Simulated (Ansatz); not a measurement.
# ZrPbSe3 (model cell, started as cubic perovskite with Zr in the octahedra): following an unstable mode, part 3 of 3

Which phase does ZrPbSe3 (model cell, started as cubic perovskite with Zr in the octahedra) fall into along its unstable mode, and how much energy does it gain?

Ansatz 0.2.0; DFT LDA, scalar-relativistic, plane waves, PAW; PAW set soft_1.

So far. Step 5 (Energy along the mode, all amplitudes (two of the runs …): The lowest of the steps tried is the last one, at 0.6 Å, 160 meV/atom below the parent; the bottom of the well need not coincide with a step. Step 7 (The new phase in its own primitive cell): The largest force component left is 0.75 meV/Å and the pressure is -0.002 GPa, within the tolerances set. The cell now holds 25.77 Å³/atom. The relaxed cell has a, b, c = 7.198, 9.912, 7.222 Å (conventional setting).

The structure was built from a prototype and need not be the compound's stable phase.

In doubt: the program warns that the response may not be converged on this k-mesh (step 8), which bears on the force constants and all frequencies.

### Step 8. Modes of the new phase, k-mesh 6×6×6, occupations fixed

A relaxed structure may still be a saddle point, so its zone-centre modes are computed. The response to a homogeneous field gives the Born charges and the dielectric tensor.

File input.yaml:

```yaml
crystal:
  lattice:
    - [-3.5991830102, 4.9561802379, 3.6112236056]
    - [3.5991830102, -4.9561802379, 3.6112236056]
    - [3.5991830102, 4.9561802379, -3.6112236056]
  atoms:
    - { symbol: Pb, position: [0.2918498088, 0.0418498088, 0.25] }
    - { symbol: Pb, position: [0.7081501912, 0.9581501912, 0.75] }
    - { symbol: Zr, position: [0.5, 0.5, 0.0] }
    - { symbol: Zr, position: [0.0, 0.5, 0.5] }
    - { symbol: Se, position: [0.869704987, 0.619704987, 0.25] }
    - { symbol: Se, position: [0.130295013, 0.380295013, 0.75] }
    - { symbol: Se, position: [0.6847493228, 0.0, 0.1847493228] }
    - { symbol: Se, position: [0.3152506772, 0.0, 0.8152506772] }
    - { symbol: Se, position: [0.6847493228, 0.5, 0.6847493228] }
    - { symbol: Se, position: [0.3152506772, 0.5, 0.3152506772] }
kpoints:
  mp_grid: { grid: [6, 6, 6] }
hamiltonian:
  xc: lda
  pseudopotentials: { kind: paw, azcp: { folder: soft_1 }, xc_functional: pbe }
scf:
  occupations: { method: fixed }
output:
  eigenvalues: true
phonons:
  method: dfpt
  dielectric: true
  rigid_motions: translations
```

Started as:

```
$ ansatz run input.yaml --threads 4 --pin off --max-ram 16384MiB --backend cpu --events-out ev --progress --plain --runs-dir out
```

Numbers of over 12 decimals in the logs are rounded to 6 here.

What it wrote:

```text
[...]
Crystal: 10 atoms, lattice volume = 257.671 Å³
Basis set: ecut = 420 eV, 5021 PW (Γ), exchange–correlation on 96×96×96 points (8 copies of the dense FFT grid, shifted against one another)
Bands: 89, of which v1, the nominal top of the filled ones, is band 74 counted from 1 (73 counted from 0)
Symmetry: 8 space group operations
k-points: 112 of 216 (irreducible under 1 space group operation, time reversal used)
[...]
SCF iter   1: F=—  HF=-63678.950769 eV  |F-HF|=—  |Δ(HF+E_count)|=         —  Δρ=7.25e-2  dr2=4.79e1  ethr=3.10e-3  ⟨swp⟩=5.0  Hψ=29213  notcnv=0  defer=1326
[...]
SCF iter  13: F=-63671.906468 eV  HF=-63671.906468 eV  |F-HF|=0.00e0  |Δ(HF+E_count)|=  8.73e-11  Δρ=9.28e-8  dr2=2.11e-11  ethr=1.00e-12  ⟨swp⟩=13.7  Hψ=65767  notcnv=0
SCF 1 converged in 13 iterations: F = -63671.906468 eV  dr2 = 2.11e-11
[...]
NSCF: frozen V_eff on 5 k-points
DFPT response loops at Γ: preconditioner auto → Resta (q_TF=auto, 2.487 Å⁻¹)  ε∞=10.6 (no band partly filled); β = 1.00, the filter's whole step (`scf.mixing.beta` (0.50) is not read by the response loops at its default; to damp them type it under 1.00, their step now; it binds the ground state too); Broyden in place of MSR1
── the response to a field inside a basis, on 10×10×10 k-points: an SCF that follows is theirs, and a resumed run solves both again ──
Bands: 75, of which v1, the nominal top of the filled ones, is band 74 counted from 1 (73 counted from 0)
k-points: 170 of 1000
[...]
Eigensolver: Dense (170 Hₖ)
SCF iter   1: F=—  HF=-63671.734867 eV  |F-HF|=—  |Δ(HF+E_count)|=         —  Δρ=3.84e-4  dr2=1.45e-4  ethr=1.00e-1
[...]
SCF iter   5: F=-63671.734891 eV  HF=-63671.734891 eV  |F-HF|=2.32e-8  |Δ(HF+E_count)|=   1.46e-8  Δρ=2.68e-6  dr2=3.62e-8  ethr=1.38e-10
SCF 1 converged in 5 iterations: F = -63671.734891 eV  dr2 = 3.62e-8
[...]
WARN: field response: inside a basis, on 10×10×10 points, no mesh in reach settles it: take ε∞, Z* and everything formed from them with what they may err, as stated (eps_inf_uncertainty, zstar_uncertainty_e), and compare with field_mesh: kpoints on a denser kpoints.mp_grid
WARN: field response: ε∞ stands inside a basis, on 10×10×10 points; the force constants stand on the 6×6×6 k-mesh, whose period is 10.47 times the interband length at k = (-0.5000, -0.5000, -0.5000), direct gap 1.052 eV, under 14: take them and everything formed from them as unconverged, and compare with a denser kpoints.mp_grid
SCF converged after 13 iterations
Free energy (F): -63671.906468 eV
[...]
Internal energy: -63671.906468 eV  (E = F + TS)
E sigma→0 (E₀):  -63671.906468 eV
Fermi energy:    8.838741 eV
[...]
--- Band table (eV; the first three rows and the last of 112) ---
  k-point 0: bands = [... 70 lower, 8.4167, 8.5059, 8.5713, 8.7554, 9.4182, 9.5804, 9.8871, 10.3679, ... 11 higher]
  k-point 1: bands = [... 70 lower, 8.3042, 8.4427, 8.4816, 8.6441, 9.8343, 9.9187, 10.0698, 10.5615, ... 11 higher]
  k-point 2: bands = [... 70 lower, 8.2155, 8.2942, 8.3985, 8.4396, 10.2158, 10.3370, 10.5341, 10.6854, ... 11 higher]
  k-point 111: bands = [... 70 lower, 7.3594, 8.1139, 8.1614, 8.3184, 9.3700, 9.6589, 10.3200, 10.5598, ... 11 higher]
--- Phonons (Γ-DFPT): 12 representative perturbations + reference, on 112 of 216 k-points (Σ response iterations 47) ---
  k mesh reduced under 1 symmetry operation, with k and −k counted as one. Each operation leaves every solved perturbation unchanged. A smaller set is not considered because the run solves the response to a homogeneous field
  ASR residual: 8.573e-5 → 0.000e0 eV/Å²; symmetrization residual: 3.495e-5 eV/Å²
  ASR residual per site (eV/Å²): 6.32e-5 6.32e-5 8.57e-5 8.57e-5 8.50e-5 8.50e-5 3.77e-5 3.77e-5 3.77e-5 3.77e-5
  Γ frequencies (cm⁻¹): -32.78 0.00 0.00 0.00 23.68 44.03 45.90 46.72 60.97 64.58 67.38 80.67 80.77 88.97 89.81 95.82 115.70 118.30 120.11 123.43 130.58 177.64 182.84 185.75 187.22 192.04 193.42 193.90 213.13 247.28
  ε∞ (high-frequency dielectric tensor):
       17.089995     0.000000    -0.000000
        0.000000    18.393440     0.000000
       -0.000000     0.000000    18.632159
  softest optical mode at Γ: -32.78 cm⁻¹; the repairs (sum rule, projections) moved no ω² at Γ by more than (2.01 cm⁻¹)²
  Born effective charges Z* (e; rows j = field, columns β = displacement):
    site 0:
         4.22580   -0.00000   -0.00000
        -0.00000    2.71243    0.00000
        -0.00000    0.00000    3.68880
    site 1:
         4.22580   -0.00000   -0.00000
        -0.00000    2.71243    0.00000
        -0.00000    0.00000    3.68880
    site 2:
         7.64974    0.00000   -0.00000
         0.00000    9.45421   -0.47902
        -0.00000   -0.71884    8.56238
    site 3:
         7.64974    0.00000   -0.00000
         0.00000    9.45421    0.47902
        -0.00000    0.71884    8.56238
    site 4:
        -1.50731    0.00000    0.00000
        -0.00000   -7.19281   -0.00000
         0.00000    0.00000   -3.68301
    site 5:
        -1.50731    0.00000    0.00000
        -0.00000   -7.19281   -0.00000
         0.00000    0.00000   -3.68301
    site 6:
        -5.18412    0.00000   -1.47240
         0.00000   -2.48691   -0.00000
        -1.83491   -0.00000   -4.28408
    site 7:
        -5.18412    0.00000   -1.47240
         0.00000   -2.48691   -0.00000
        -1.83491   -0.00000   -4.28408
    site 8:
        -5.18412   -0.00000    1.47240
         0.00000   -2.48691    0.00000
         1.83491    0.00000   -4.28408
    site 9:
        -5.18412    0.00000    1.47240
         0.00000   -2.48691    0.00000
         1.83491    0.00000   -4.28408
  Z* charge neutrality: 2.194e-2 e pre-enforcement
  solved inside a basis spanned on kpoints, on 10×10×10 k-points, which do not settle them: ε∞ is read to err by 2.4e-1, Z* by 1.6e-1 e (field_mesh: kpoints solves on kpoints); Z* is corrected for what the basis lacks
  optical modes at Γ without the LO–TO term, one row a degenerate level:
      ω (cm⁻¹)  modes    IR ((D/Å)²/amu)
        -32.78      1             0.1002
         23.68      1             0.0000
         44.03      1            12.8024
         45.90      1             4.9348
         46.72      1             0.0000
         60.97      1             0.0000
         64.58      1             0.0000
[...]
optical modes at Γ + LO–TO along q̂ = [1.0000, 0.0000, 0.0000]:
      ω (cm⁻¹)  modes    IR ((D/Å)²/amu)
[...]
optical modes at Γ + LO–TO along q̂ = [0.0000, 1.0000, 0.0000]:
      ω (cm⁻¹)  modes    IR ((D/Å)²/amu)
[...]
optical modes at Γ + LO–TO along q̂ = [0.0000, 0.0000, 1.0000]:
      ω (cm⁻¹)  modes    IR ((D/Å)²/amu)
[...]
123.43      1             0.0000
        130.58      1             0.0000
        136.76      1            10.1474
        177.64      1            34.5985
        182.84      1             0.0000
        185.75      1             0.0000
        187.22      1             0.0000
        192.04      1            12.5072
        193.90      1            41.7679
        194.95      1             0.4873
        247.28      1             0.0000
        260.99      1            61.9110
```

The job ended after 41 min (4 threads of Arm Neoverse V1, shared host; peak memory 9.4 GiB; 2.7 h of CPU time).

Numbers from this step:

| Item | Value |
| --- | --- |
| sum-rule residual before enforcement | 8.57e-5 eV/Å² |
| miss of the charge sum rule | 0.02194 e |
| estimated error of the dielectric tensor | 0.2360 |
| estimated error of the Born charges | 0.1567 e |
| point group | mmm |
| highest optical mode at the zone centre (no LO-TO term) | 247.3 cm⁻¹ |
| lowest optical zone-centre mode | -32.78 cm⁻¹ |
| mean high-frequency dielectric constant | 18.04 |
| largest Born charge (third of the trace) | 8.555 e |
| top of the zone-centre spectrum with the field | 261.0 cm⁻¹ |

Patterns of degenerate modes are one choice out of their space. Modes at Γ, with each element's share of the kinetic energy (negative means imaginary):

```tsv
mode	frequency (cm⁻¹)	symmetry	Pb %	Zr %	Se %
1	-32.8	B3u	35	15	50
2	0.0	acoustic	39	17	44
3	0.0	acoustic	39	17	44
4	0.0	acoustic	39	17	44
5	23.7	B2g	58	0	42
6	44.0	B2u	16	64	20
7	45.9	B1u	29	54	18
8	46.7	B3g	91	0	9
9	61.0	Ag	93	0	7
10	64.6	B2g	35	0	65
11	67.4	B3u	0	42	58
12	80.7	B1g	0	0	100
13	80.8	B3u	26	0	73
14	89.0	B2u	44	2	54
15	89.8	Au	0	1	99
16	95.8	B1u	27	10	64
17	115.7	B2g	6	0	94
18	118.3	B1u	6	3	92
19	120.1	Ag	0	0	100
20	123.4	B3g	9	0	91
21	130.6	Ag	7	0	93
22	177.6	B2u	0	22	78
23	182.8	Au	0	99	1
24	185.8	B3g	0	0	100
25	187.2	B1g	0	0	100
26	192.0	B2u	2	95	3
27	193.4	B1u	0	94	6
28	193.9	B3u	0	26	74
29	213.1	B1u	0	23	77
30	247.3	B3g	0	0	100
```

Displacements in mode 1 (-32.8 cm⁻¹), the largest set to 1:
```
Pb1  0.63  0.00  0.00
Pb2  0.63  0.00  0.00
Zr3 -0.61  0.00  0.00
Zr4 -0.61  0.00  0.00
Se5 -1.00  0.00  0.00
Se6 -1.00  0.00  0.00
Se7  0.02  0.00 -0.50
Se8  0.02  0.00 -0.50
Se9  0.02  0.00  0.50
Se10 0.02  0.00  0.50
```

Displacements in mode 7 (45.9 cm⁻¹), the largest set to 1:
```
Pb1  0.00  0.00 -0.51
Pb2  0.00  0.00 -0.51
Zr3  0.00 -0.34  1.00
Zr4  0.00  0.34  1.00
Se5  0.00  0.00 -0.11
Se6  0.00  0.00 -0.11
Se7  0.43  0.00  0.15
Se8  0.43  0.00  0.15
Se9 -0.43  0.00  0.15
Se10-0.43  0.00  0.15
```

High-frequency dielectric tensor, which the program warns is not settled by the k meshes in reach. Tensor:

```tsv
	x	y	z
x	17.09	0	0
y	0	18.39	0
z	0	0	18.63
```

Optical modes at the zone centre, without and with the macroscopic field of the longitudinal modes; each column is sorted by frequency, so a row need not hold one and the same mode. Modes with and without the field, by row:

```tsv
rank among optical modes	no field (cm⁻¹)	q along (1, 0, 0) (cm⁻¹)	q along (0, 1, 0) (cm⁻¹)	q along (0, 0, 1) (cm⁻¹)
1	-32.8	-32.6	-32.8	-32.8
2	23.7	23.7	23.7	23.7
3	44	44	45.9	44
4	45.9	45.9	46.7	46.7
5	46.7	46.7	57.8	52.4
6	61	61	61	61
7	64.6	64.6	64.6	64.6
8	67.4	74.2	67.4	67.4
9	80.7	80.7	80.7	80.7
10	80.8	89	80.8	80.8
11	89	89.8	89.8	89
12	89.8	95.8	95.8	89.8
13	95.8	113.1	115.7	115.2
14	115.7	115.7	118.3	115.7
15	118.3	118.3	120.1	120.1
16	120.1	120.1	120.1	123.4
17	123.4	123.4	123.4	130.6
18	130.6	130.6	130.6	136.8
19	177.6	177.6	182.8	177.6
20	182.8	182.8	185.8	182.8
21	185.8	185.8	187.2	185.8
22	187.2	187.2	188	187.2
23	192	192	193.4	192
24	193.4	193.4	193.9	193.9
25	193.9	213.1	213.1	194.9
26	213.1	247.3	247.3	247.3
27	247.3	252.4	251.4	261
```

Born charge (rows field, columns displacement) (e), principal values of the symmetric part by kind of site:

```tsv
atom	atoms with these values	low	middle	high	mean
Pb1	2	2.71	3.69	4.23	3.54
Zr3	2	7.65	8.26	9.75	8.56
Se5	2	-7.19	-3.68	-1.51	-4.13
Se7	4	-6.45	-3.02	-2.49	-3.99
```

In full for Se5:

```
-1.51  0.00  0.00
 0.00 -7.19  0.00
 0.00  0.00 -3.68
```

Transverse modes; imaginary modes are left out. Lines of the infrared spectrum (strongest = 100):

```tsv
position (cm⁻¹)	lines merged	relative intensity
24	1	0.0
44	1	31
46	1	12
47	1	0.0
61	1	0.0
65	1	0.0
67	1	35
81	2	29
89	1	59
90	1	0.0
96	1	66
116	1	0.0
118	1	6.3
120	1	0.0
123	1	0.0
131	1	0.0
178	1	83
183	1	0.0
186	1	0.0
187	1	0.0
192	1	30
193	1	8.2
194	1	100
213	1	84
247	1	0.0
```

Before it was imposed, the acoustic sum rule was missed by 8.6e-5 eV/Å² and the charge sum rule by 0.022 e. Small misses are needed for a sound result but don't prove that mesh and cutoff are converged. The lowest optical mode is imaginary, 32.8i cm⁻¹, so the energy falls along it.

The log warns of the k mesh: “the force constants stand on the 6×6×6 k-mesh, whose period is 10.47 times the interband length at k = (-0.5000, -0.5000, -0.5000), direct gap 1.052 eV, under 14: take them and everything formed from them as unconverged”.

### Step 9. The phases reached

The phases reached along the modes that were followed are set side by side.

Energies are those of the first relaxation, on the mesh of the frozen mode; space group, volume and gap are those of the last relaxation. Phases, by row:

```tsv
mode frozen in	space group	energy from parent (meV/atom)	volume (Å³/atom)	gap on mesh (eV)	lowest zone-centre optical mode (cm⁻¹)	largest shift (Å)
parent	Pm-3m	0	26.79	0	–	–
q = (0, -0.5, -0.5), 125i cm⁻¹	P4/mbm	-197.2	25.38	0.091	-69.5	0.852
q = (-0.5, -0.5, -0.5), 121i cm⁻¹	I4/mcm	-200.2	25.39	0.308	-73.8	0.851
q = (-0.5, -0.5, -0.5), 121i cm⁻¹	R-3c	-225.8	25.43	0.472	-59.2	0.726
q = (-0.5, -0.5, -0.5), 121i cm⁻¹	Imma	-247.9	25.77	0.531	-32.8	0.864
```

### Step 10. Summary of results

* unstable mode of the parent: q = (-0.5, -0.5, -0.5), 121i cm⁻¹
* depth at the lowest point sampled: 160 meV/atom
* largest atomic shift at that point: 0.6 Å
* space group reached (within 0.01 Å): Imma
* energy gained over the parent (first relaxation, on the mesh of the frozen mode): 248 meV/atom
* volume per atom, phase reached: 25.8 Å³
* gap on the k-mesh, phase reached: 0.531 eV
* lowest optical zone-centre mode, phase reached: -32.8 cm⁻¹
* highest optical mode at the zone centre (no LO-TO term), phase reached: 247 cm⁻¹

**Reading.** Along this mode the structure falls into Imma, 248 meV/atom below the parent. At the parent's cell the well is 159.9 meV/atom deep on the steps tried, with its lowest point at a shift of 0.6 Å. That is the last step tried, so the steps alone don't bracket the bottom of the well. Relaxing atoms and cell changes the gain by +88.01 meV/atom against the lowest step (energies at zero smearing). The new phase still has an imaginary mode at the zone centre of its cell, so it is a saddle point on the way to a lower structure. Of the 4 patterns followed to their end from this parent, this one reaches the lowest energy. Each path keeps the symmetry of its pattern, so a lower phase may lie along a pattern not tried. With the field response the log warns that the k mesh is coarse for the force constants too, so the frequencies may not be converged. With no gap, or one that is small against the smearing, the frequencies hang on the k mesh and the smearing, most of all near Kohn anomalies. In at least one run the field response is not settled by the k meshes in reach, so its dielectric tensor, Born charges and longitudinal modes are rough. A semilocal functional can close a gap that the real compound would have, so the metallic treatment may be an artefact of the level. Spin-orbit coupling is left out, which can matter for the heavy elements here. The PAW files were made for PBE and serve the other functionals too. The starting cell was built on a prototype and not taken from a measurement, so the phase need not exist.

[Logs are printed without paths, hosts, clocks, repeated set-up lines and the standing remarks that a program may print on its own settings, such as how far it seeks lower states.]

[Hosts, paths, dates, database ids (printed as entryN), source tags and the programs' standing remarks are cut or masked in the printed files.]
